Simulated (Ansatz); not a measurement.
# (SrO)3(LiCl)1 [001] superlattice, started as rocksalt type: a soft mode frozen in, part 2 of 3

Aim: this structure of (SrO)3(LiCl)1 [001] superlattice, started as rocksalt type is to be tested for unstable modes, and one is followed downhill.

Ansatz 0.2.0; DFT PBE, scalar-relativistic, plane waves, PAW.

So far. Step 2 (Linear response at the zone centre): Before it was imposed, the acoustic sum rule was missed by 4.9e-4 eV/Å² and the charge sum rule by 0.016 e. Small misses are needed for a sound result but don't prove that mesh and cutoff are converged. The lowest optical mode is imaginary, 210.3i cm⁻¹, so the energy falls along it. Step 3 (The mode frozen in, largest atomic shift 0 Å): At this level the gap is 3.09 eV on the k-mesh of the self-consistent run, which can miss the band edges.

The structure was built from a prototype and need not be the compound's stable phase.

### 4. The mode frozen in, largest atomic shift 0.6 Å

The atoms are moved along the unstable eigenvector, the largest shift by 0.6 Å, with the cell fixed.

Input file input.yaml:

```yaml
crystal:
  lattice:
    - [2.5597257595, 2.5597257595, 0.0]
    - [-2.5597257595, 2.5597257595, 0.0]
    - [0.0, 0.0, 11.1614565579]
  atoms:
    - { symbol: Cl, position: [0.0, 0.0, 0.7514749973] }
    - { symbol: Li, position: [0.5, 0.5, 0.8037564248] }
    - { symbol: O, position: [0.5, 0.5, 0.0052158524] }
    - { symbol: O, position: [0.0, 0.0, 0.2439966732] }
    - { symbol: O, position: [0.5, 0.5, 0.4680374347] }
    - { symbol: Sr, position: [0.0, 0.0, 0.0185259093] }
    - { symbol: Sr, position: [0.5, 0.5, 0.2505144221] }
    - { symbol: Sr, position: [0.0, 0.0, 0.4820850925] }
kpoints:
  mp_grid: { grid: [8, 8, 2] }
hamiltonian:
  xc: pbe
scf:
  occupations: { method: gaussian, width: 0.02 }
output:
  forces: true
  stress: true
  eigenvalues: true
```

Started as:

```bash
$ ansatz run input.yaml --threads 8 --pin off --max-ram 14336MiB --backend cpu --events-out ev --progress --plain --runs-dir out
```

Numbers of over 12 decimals in the logs are rounded to 6 here.

What it wrote:

```text
[...]
Crystal: 8 atoms, lattice volume = 146.264 Å³
Basis set: ecut = 420 eV, 2829 PW (Γ), exchange–correlation on 50×50×150 points (8 copies of the dense FFT grid, shifted against one another)
Bands: 37, of which v1, the nominal top of the filled ones, is band 29 counted from 1 (28 counted from 0)
Symmetry: 8 space group operations
[...]
k-points: 30 of 128
[...]
k-point 0: bands = [... 25 lower, 6.0185, 6.0185, 6.4277, 6.4277, 9.6428, 9.7467, 10.6302, 11.2771, ... 3 higher]
  k-point 1: bands = [... 25 lower, 6.0176, 6.0176, 6.4272, 6.4272, 9.7633, 10.1225, 10.5617, 10.6324, ... 3 higher]
  k-point 2: bands = [... 25 lower, 5.8576, 5.9452, 6.1703, 6.2690, 10.0061, 10.1539, 10.9878, 11.5114, ... 3 higher]
  k-point 29: bands = [... 25 lower, 5.7863, 6.1284, 6.1479, 6.1479, 10.1943, 10.1943, 11.0206, 11.0206, ... 3 higher]
[key lines of the parts left out:]
SCF converged after 8 iterations
Free energy (F): -13631.405416 eV
Fermi energy:    8.035312 eV
P = ⅓ Tr σ = 0.1403 GPa (1.403 kbar)
```

Elapsed: 1.2 s, on 8 threads of Intel Xeon 6975P-C (Granite Rapids), shared host; peak memory 0.58 GiB.

This step gave:

- pressure: 0.1403 GPa
- gap on the k-mesh: 3.215 eV
- energy from the undistorted cell: -28.42 meV/atom

The energy, extrapolated to zero smearing, is -28.42 meV/atom against the undistorted cell.

The run ends at a pressure of 0.14 GPa, with forces up to 0.45 eV/Å.

### 5. Energy along the mode, all amplitudes (two of the runs are shown above)

An imaginary frequency means negative curvature, so the energy should fall and then rise again as anharmonic terms take over.

This step gave:

| Quantity | Value |
| --- | --- |
| depth at the lowest point sampled | 28.42 meV/atom |
| largest atomic shift at that point | 0.6 Å |

Table of energy from the parent by largest atomic shift:

| largest atomic shift (Å) | energy from the parent (meV/atom) |
| --- | --- |
| 0.000 | 0 |
| 0.040 | -0.149 |
| 0.080 | -0.595 |
| 0.140 | -1.81 |
| 0.220 | -4.42 |
| 0.320 | -9.16 |
| 0.450 | -17.4 |
| 0.600 | -28.4 |

Displacement at unit largest shift by atom:

| atom | x (Å) | y (Å) | z (Å) | size |
| --- | --- | --- | --- | --- |
| Cl1 | 0.00 | 0.00 | 0.03 | 0.03 |
| Li2 | 0.00 | 0.00 | 1.00 | 1.00 |
| O3 | 0.00 | 0.00 | -0.25 | 0.25 |
| O4 | 0.00 | 0.00 | -0.11 | 0.11 |
| O5 | 0.00 | 0.00 | -0.25 | 0.25 |
| Sr6 | 0.00 | 0.00 | 0.01 | 0.01 |
| Sr7 | 0.00 | 0.00 | 0.01 | 0.01 |
| Sr8 | 0.00 | 0.00 | 0.01 | 0.01 |

The lowest of the steps tried is the last one, at 0.6 Å, 28.4 meV/atom below the parent; the bottom of the well need not coincide with a step.

### 6. Relaxation from the frozen mode

Starting from the lowest point found, all atoms and the cell are let go, so that strain and other modes of the same symmetry can join in.

input.yaml: that of step 4 with these lines changed.

```diff
@@ -19,3 +19,3 @@
 scf:
-  occupations: { method: gaussian, width: 0.02 }
+  occupations: { method: fixed }
 output:
@@ -24 +24,6 @@
   eigenvalues: true
+relax:
+  adjacent_minimum: "off"
+  f_tol: 0.002
+  max_steps: 120
+  cell: { stress_tol: 0.03 }
```

What it wrote:

```text
[...]
Crystal: 8 atoms, lattice volume = 146.264 Å³
Basis set: ecut = 420 eV, 2829 PW (Γ), exchange–correlation on 50×50×150 points (8 copies of the dense FFT grid, shifted against one another)
Bands: 37, of which v1, the nominal top of the filled ones, is band 29 counted from 1 (28 counted from 0)
Symmetry: 8 space group operations
[...]
k-points: 30 of 128
[...]
SCF iter   1: F=—  HF=-13631.407871 eV  |F-HF|=—  |Δ(HF+E_count)|=         —  Δρ=1.25e-3  dr2=1.10e-2  ethr=1.77e-3  ⟨swp⟩=5.9  Hψ=5133  notcnv=0  defer=149
[...]
SCF iter   8: F=-13631.405416 eV  HF=-13631.405416 eV  |F-HF|=6.10e-9  |Δ(HF+E_count)|=   1.22e-7  Δρ=3.91e-6  dr2=3.07e-8  ethr=1.72e-10  ⟨swp⟩=17.0  Hψ=7675  notcnv=0
SCF 1 converged in 8 iterations: F = -13631.405416 eV  dr2 = 3.07e-8
[...]
relax step   1: F+E_penalty+E_count = -13631.40541583 eV  Δ(F+E_penalty+E_count) = +0.000e0 eV  max|allowed force component| = 4.529e-1 eV/Å  Δτ_max = 0.0000 Å  P = +0.140 GPa  Ω = 146.264 Å³  (8 SCF iters, dr2 threshold 1.00e-7 eV, accepted)
Crystal: 8 atoms, lattice volume = 150.004 Å³
Basis set: ecut = 420 eV, 2911 PW (Γ), exchange–correlation on 50×50×150 points (8 copies of the dense FFT grid, shifted against one another)
[...]
iter 1 solved again at ethr=2.15e-4 eV; its pass at ethr=3.10e-3 eV (dr2=1.25e-1 eV) is discarded
[...]
SCF iter   8: F=-13631.437079 eV  HF=-13631.437079 eV  |F-HF|=5.84e-8  |Δ(HF+E_count)|=   7.83e-7  Δρ=6.66e-6  dr2=6.77e-8  ethr=1.38e-9  ⟨swp⟩=14.9  Hψ=7181  notcnv=0
SCF 2 converged in 8 iterations: F = -13631.437079 eV  dr2 = 6.77e-8
relax step   2: F+E_penalty+E_count = -13631.43707867 eV  Δ(F+E_penalty+E_count) = -3.166e-2 eV  max|allowed force component| = 5.402e-1 eV/Å  Δτ_max = 0.1785 Å  P = -0.497 GPa  Ω = 150.004 Å³  energy of the carried Pulay correction = -5.822e-3 eV  (8 SCF iters, dr2 threshold 8.00e-7 eV, accepted)
Crystal: 8 atoms, lattice volume = 148.544 Å³
Basis set: ecut = 420 eV, 2863 PW (Γ), exchange–correlation on 50×50×150 points (8 copies of the dense FFT grid, shifted against one another)
[...]
SCF iter   7: F=-13631.518031 eV  HF=-13631.518031 eV  |F-HF|=1.43e-7  |Δ(HF+E_count)|=   5.52e-8  Δρ=1.72e-5  dr2=5.71e-7  ethr=1.38e-9  ⟨swp⟩=12.3  Hψ=7628  notcnv=0
SCF 3 converged in 7 iterations: F = -13631.518031 eV  dr2 = 5.71e-7
relax step   3: F+E_penalty+E_count = -13631.51803065 eV  Δ(F+E_penalty+E_count) = -8.095e-2 eV  max|allowed force component| = 2.553e-1 eV/Å  Δτ_max = 0.1262 Å  P = +0.247 GPa  Ω = 148.544 Å³  energy of the carried Pulay correction = -3.566e-3 eV  (7 SCF iters, dr2 threshold 8.00e-7 eV, accepted)
[... from here on, the SCF cycles and remarks between the steps are left out ...]
relax step   4: F+E_penalty+E_count = -13631.53523838 eV  Δ(F+E_penalty+E_count) = -1.721e-2 eV  max|allowed force component| = 1.352e-1 eV/Å  Δτ_max = 0.0741 Å  P = +0.027 GPa  Ω = 147.696 Å³  energy of the carried Pulay correction = -2.246e-3 eV  (7 SCF iters, dr2 threshold 8.00e-7 eV, accepted)
relax step   5: F+E_penalty+E_count = -13631.53974697 eV  Δ(F+E_penalty+E_count) = -4.509e-3 eV  max|allowed force component| = 7.027e-2 eV/Å  Δτ_max = 0.0216 Å  P = -0.046 GPa  Ω = 148.008 Å³  energy of the carried Pulay correction = -2.733e-3 eV  (6 SCF iters, dr2 threshold 8.00e-7 eV, accepted)
relax step   6: F+E_penalty+E_count = -13631.54141501 eV  Δ(F+E_penalty+E_count) = -1.668e-3 eV  max|allowed force component| = 2.200e-2 eV/Å  Δτ_max = 0.0121 Å  P = +0.012 GPa  Ω = 148.015 Å³  energy of the carried Pulay correction = -2.744e-3 eV  (6 SCF iters, dr2 threshold 3.09e-7 eV, accepted)
relax step   7: F+E_penalty+E_count = -13631.54153760 eV  Δ(F+E_penalty+E_count) = -1.226e-4 eV  max|allowed force component| = 8.311e-3 eV/Å  Δτ_max = 0.0054 Å  P = +0.002 GPa  Ω = 147.996 Å³  energy of the carried Pulay correction = -2.714e-3 eV  (7 SCF iters, dr2 threshold 3.02e-8 eV, accepted)
relax step   8: F+E_penalty+E_count = -13631.54125138 eV  Δ(F+E_penalty+E_count) = +2.862e-4 eV  max|allowed force component| = 3.740e-2 eV/Å  Δτ_max = 0.0040 Å  P = -0.009 GPa  Ω = 148.066 Å³  energy of the carried Pulay correction = -2.824e-3 eV  (7 SCF iters, dr2 threshold 4.32e-9 eV, rejected (line search))
relax step   9: F+E_penalty+E_count = -13631.54150484 eV  Δ(F+E_penalty+E_count) = +3.275e-5 eV  max|allowed force component| = 9.974e-4 eV/Å  Δτ_max = 0.0012 Å  P = -0.006 GPa  Ω = 148.027 Å³  energy of the carried Pulay correction = -2.762e-3 eV  (9 SCF iters, accepted)
relax step  10: F+E_penalty+E_count = -13631.54490691 eV  Δ(F+E_penalty+E_count) = -3.402e-3 eV  max|allowed force component| = 9.861e-4 eV/Å  Δτ_max = 0.0000 Å  P = +0.034 GPa  Ω = 148.027 Å³  stress off target by 9.23e-2 GPa  SCF on the basis re-selected at this cell (its energy is not comparable with the rows above)  (7 SCF iters)
relax step  11: F+E_penalty+E_count = -13631.54475832 eV  Δ(F+E_penalty+E_count) = +1.486e-4 eV  max|allowed force component| = 2.525e-3 eV/Å  Δτ_max = 0.0015 Å  P = -0.006 GPa  Ω = 148.159 Å³  energy of the carried Pulay correction = -1.990e-4 eV  (6 SCF iters, dr2 threshold 2.13e-8 eV, accepted)
relax step  12: F+E_penalty+E_count = -13631.54478635 eV  Δ(F+E_penalty+E_count) = -2.803e-5 eV  max|allowed force component| = 2.042e-3 eV/Å  Δτ_max = 0.0006 Å  P = +0.005 GPa  Ω = 148.142 Å³  energy of the carried Pulay correction = -1.715e-4 eV  (7 SCF iters, dr2 threshold 3.98e-10 eV, accepted)
relax step  13: F+E_penalty+E_count = -13631.54477660 eV  Δ(F+E_penalty+E_count) = +9.744e-6 eV  max|allowed force component| = 9.791e-4 eV/Å  Δτ_max = 0.0002 Å  P = +0.001 GPa  Ω = 148.149 Å³  energy of the carried Pulay correction = -1.817e-4 eV  (6 SCF iters, dr2 threshold 2.61e-10 eV, accepted)
[...]
SCF iter   1: F=—  HF=-13631.544938 eV  |F-HF|=—  |Δ(HF+E_count)|=         —  Δρ=3.00e-5  dr2=5.72e-8  ethr=3.16e-7  ⟨swp⟩=3.8  Hψ=7901  notcnv=0  defer=178
eigensolver tolerance schedule: the retry pair's looser diagonalisation over-reported the residual by 3206.21 of it (diagonalisation noise at 0.49 of the residual, at the tolerance the schedule requests for it); recorded, not acted on — ethr = c·dr2/N_el stays at c = 1.0e-1
[...]
SCF iter   2: F=—  HF=-13631.545013 eV  |F-HF|=—  |Δ(HF+E_count)|=   7.47e-5  Δρ=1.51e-5  dr2=1.37e-8  ethr=9.87e-11  ⟨swp⟩=3.7  Hψ=2959  notcnv=0  defer=175
[...]
SCF iter   5: F=-13631.545020 eV  HF=-13631.545020 eV  |F-HF|=4.00e-11  |Δ(HF+E_count)|=   4.05e-9  Δρ=1.65e-7  dr2=1.98e-11  ethr=1.00e-12  ⟨swp⟩=17.8  Hψ=9862  notcnv=0
SCF 14 converged in 5 iterations: F = -13631.545020 eV  dr2 = 1.98e-11
relax step  14: F+E_penalty+E_count = -13631.54502043 eV  Δ(F+E_penalty+E_count) = -2.438e-4 eV  max|allowed force component| = 9.939e-4 eV/Å  Δτ_max = 0.0000 Å  P = +0.002 GPa  Ω = 148.149 Å³  stress off target by 5.03e-3 GPa  SCF on the basis re-selected at this cell (its energy is not comparable with the rows above)  (5 SCF iters)
[...]
SCF converged after 5 iterations
Free energy (F): -13631.545020 eV
[...]
Internal energy: -13631.545020 eV  (E = F + TS)
E sigma→0 (E₀):  -13631.545020 eV
Fermi energy:    6.036851 eV
[...]
--- Forces (eV/Å), atoms counted from 1 ---
  atom   1  Cl     0.00000000    -0.00000000    -0.00057100
  atom   2  Li    -0.00000000    -0.00000000     0.00058566
  atom   3  O      0.00000000     0.00000000    -0.00072657
  atom   4  O     -0.00000000     0.00000000     0.00028101
  atom   5  O     -0.00000000    -0.00000000     0.00099414
  atom   6  Sr    -0.00000000    -0.00000000     0.00037046
  atom   7  Sr     0.00000000     0.00000000    -0.00027421
  atom   8  Sr     0.00000000     0.00000000    -0.00065748
  max |Σ_I F_I| component: 2.02e-6 eV/Å
--- Stress (GPa, compression-positive) ---
        0.000325      -0.000000      -0.000000
       -0.000000       0.000325       0.000000
       -0.000000       0.000000       0.005026
  P = ⅓ Tr σ = 0.0019 GPa (0.019 kbar)
--- Band table (eV; the first three rows and the last of 30) ---
  k-point 0: bands = [... 25 lower, 5.8651, 5.8651, 6.0369, 6.0369, 9.4890, 9.6239, 10.3513, 11.1002, ... 4 higher]
  k-point 1: bands = [... 25 lower, 5.8648, 5.8648, 6.0365, 6.0365, 9.6385, 10.0043, 10.3022, 10.3776, ... 4 higher]
  k-point 2: bands = [... 25 lower, 5.5992, 5.7060, 5.8293, 5.8880, 9.8634, 10.0302, 10.7123, 11.3491, ... 4 higher]
  k-point 29: bands = [... 25 lower, 5.5688, 5.6906, 5.6906, 5.7354, 10.1611, 10.1611, 10.8810, 10.8810, ... 4 higher]
--- Relaxed structure (12 steps of the walk, 11 accepted, 2 SCFs on fresh bases) ---
  F+E_penalty+E_count = -13631.54502043 eV   max|allowed force component| = 9.939e-4 eV/Å   (the final SCF, on the basis selected at the relaxed cell)
  cell:  # Å, volume = 148.1485 Å³
    - [2.547566, 2.547566, 0]
    - [-2.547566, 2.547566, 0]
    - [0, 0, 11.413437]
  atoms:
    - { symbol: Cl, position: [0, 0, 0.755646] }
    - { symbol: Li, position: [0.5, 0.5, 0.827074] }
    - { symbol: O, position: [0.5, 0.5, -0.00610226] }
    - { symbol: O, position: [0, 0, 0.234184] }
    - { symbol: O, position: [0.5, 0.5, 0.460974] }
    - { symbol: Sr, position: [0, 0, 0.016368] }
    - { symbol: Sr, position: [0.5, 0.5, 0.249116] }
    - { symbol: Sr, position: [0, 0, 0.486349] }
```

Run time: 17 s. Hardware: 8 threads; peak memory 0.68 GiB.

Relaxation path:

| step | energy less that of the first step (eV) | largest force component (eV/Å) | pressure (GPa) | volume (Å³) |
| --- | --- | --- | --- | --- |
| 1 | 0.0000 | 0.4529 | 0.14 | 146.26 |
| 2 | -0.0317 | 0.5402 | -0.50 | 150.00 |
| 3 | -0.1126 | 0.2553 | 0.25 | 148.54 |
| 4 | -0.1298 | 0.1352 | 0.03 | 147.70 |
| 5 | -0.1343 | 0.0703 | -0.05 | 148.01 |
| 6 | -0.1360 | 0.0220 | 0.01 | 148.01 |
| 7 | -0.1361 | 0.0083 | 0.00 | 148.00 |
| 8 | -0.1358 | 0.0374 | -0.01 | 148.07 |
| 9 | -0.1361 | 0.0010 | -0.01 | 148.03 |
| 10* | -0.1395 | 0.0010 | 0.03 | 148.03 |
| 11 | -0.1393 | 0.0025 | -0.01 | 148.16 |
| 12 | -0.1394 | 0.0020 | 0.00 | 148.14 |
| 13 | -0.1394 | 0.0010 | 0.00 | 148.15 |
| 14* | -0.1396 | 0.0010 | 0.00 | 148.15 |

Relaxation steps marked * repeat the geometry before them on a plane-wave basis chosen anew for their cell, so energy and pressure can jump there. Relaxation step 8 was tried and not accepted.

The run keeps the 8 symmetry operations that it works with, so distortions that break them were not tested.

| conventional cell, symmetrised | before | after | change |
| --- | --- | --- | --- |
| a (Å) | 3.620 | 3.603 | -0.5 % |
| b (Å) | 3.620 | 3.603 | -0.5 % |
| c (Å) | 11.161 | 11.413 | +2.3 % |
| volume (Å³/atom) | 18.28 | 18.52 | +1.3 % |

The atoms that moved most (Å, as changes of fractional coordinates times the final cell):

| atom | dx | dy | dz | length |
| --- | --- | --- | --- | --- |
| Li2 | 0.000 | 0.000 | 0.266 | 0.266 |
| O3 | 0.000 | 0.000 | -0.129 | 0.129 |
| O4 | 0.000 | 0.000 | -0.112 | 0.112 |
| O5 | 0.000 | 0.000 | -0.081 | 0.081 |
| Sr8 | 0.000 | 0.000 | 0.049 | 0.049 |
| Cl1 | 0.000 | 0.000 | 0.048 | 0.048 |
| Sr6 | 0.000 | 0.000 | -0.025 | 0.025 |
| Sr7 | 0.000 | 0.000 | -0.016 | 0.016 |

Numbers from this step:

```yaml
pressure: 0.001892 GPa
gap_on_the_k_mesh: 3.452 eV
volume_per_atom: 18.52 Å³
```

The distorted start has space group P4mm; the relaxation ends in P4mm.

### 7. The new phase in its own primitive cell

The relaxed structure is symmetrised, reduced to its primitive cell and relaxed tightly, as its phonons need.

Input file input.yaml:

```yaml
crystal:
  lattice:
    - [3.6028024724, 0.0, 0.0]
    - [0.0, 3.6028024724, 0.0]
    - [0.0, 0.0, 11.4134365935]
  atoms:
    - { symbol: Cl, position: [0.0, 0.0, 0.7556455656] }
    - { symbol: Li, position: [0.5, 0.5, 0.827073506] }
    - { symbol: O, position: [0.5, 0.5, 0.9938977438] }
    - { symbol: O, position: [0.0, 0.0, 0.2341837448] }
    - { symbol: O, position: [0.5, 0.5, 0.4609736297] }
    - { symbol: Sr, position: [0.0, 0.0, 0.0163679925] }
    - { symbol: Sr, position: [0.5, 0.5, 0.2491159678] }
    - { symbol: Sr, position: [0.0, 0.0, 0.4863486561] }
kpoints:
  mp_grid: { grid: [6, 6, 2] }
hamiltonian:
  xc: pbe
scf:
  occupations: { method: fixed }
output:
  forces: true
  stress: true
  eigenvalues: true
relax:
  adjacent_minimum: "off"
  f_tol: 0.001
  max_steps: 60
  cell: { stress_tol: 0.01 }
```

What it wrote:

```text
[...]
Crystal: 8 atoms, lattice volume = 148.149 Å³
Basis set: ecut = 420 eV, 2863 PW (Γ), exchange–correlation on 50×50×160 points (8 copies of the dense FFT grid, shifted against one another)
Bands: 37, of which v1, the nominal top of the filled ones, is band 29 counted from 1 (28 counted from 0)
Symmetry: 8 space group operations
[...]
k-points: 20 of 72
[...]
- [0.0, 0.0, 11.4134365935]
  atoms:
    - { symbol: Cl, position: [0.0, 0.0, 0.7556455656] }
    - { symbol: Li, position: [0.5, 0.5, 0.827073506] }
    - { symbol: O, position: [0.5, 0.5, 0.9938977438] }
    - { symbol: O, position: [0.0, 0.0, 0.2341837448] }
    - { symbol: O, position: [0.5, 0.5, 0.4609736297] }
    - { symbol: Sr, position: [0.0, 0.0, 0.0163679925] }
    - { symbol: Sr, position: [0.5, 0.5, 0.2491159678] }
    - { symbol: Sr, position: [0.0, 0.0, 0.4863486561] }
[key lines of the parts left out:]
SCF converged after 9 iterations
Free energy (F): -13631.544825 eV
Fermi energy:    6.036948 eV
P = ⅓ Tr σ = 0.0021 GPa (0.021 kbar)
```

It took 2 s on 8 threads; peak memory 0.65 GiB; 13 s of CPU time.

Little changed from the start: no atom moved by 0.005 Å and no cell edge by 0.1 %.

A gap read on the k-mesh alone can miss the band edges.

Numbers from this step:

| Item | Value |
| --- | --- |
| pressure | 0.002079 GPa |
| direct gap on mesh | 3.452 eV |

The largest force component left is 0.91 meV/Å and the pressure is 0.002 GPa, within the tolerances set. The cell now holds 18.52 Å³/atom.

(Part 2 of 3 ends here.)

[Logs are printed without paths, hosts, clocks, repeated set-up lines and the standing remarks that a program may print on its own settings, such as how far it seeks lower states.]

[Hosts, paths, dates, database ids (printed as entryN), source tags and the programs' standing remarks are cut or masked in the printed files.]
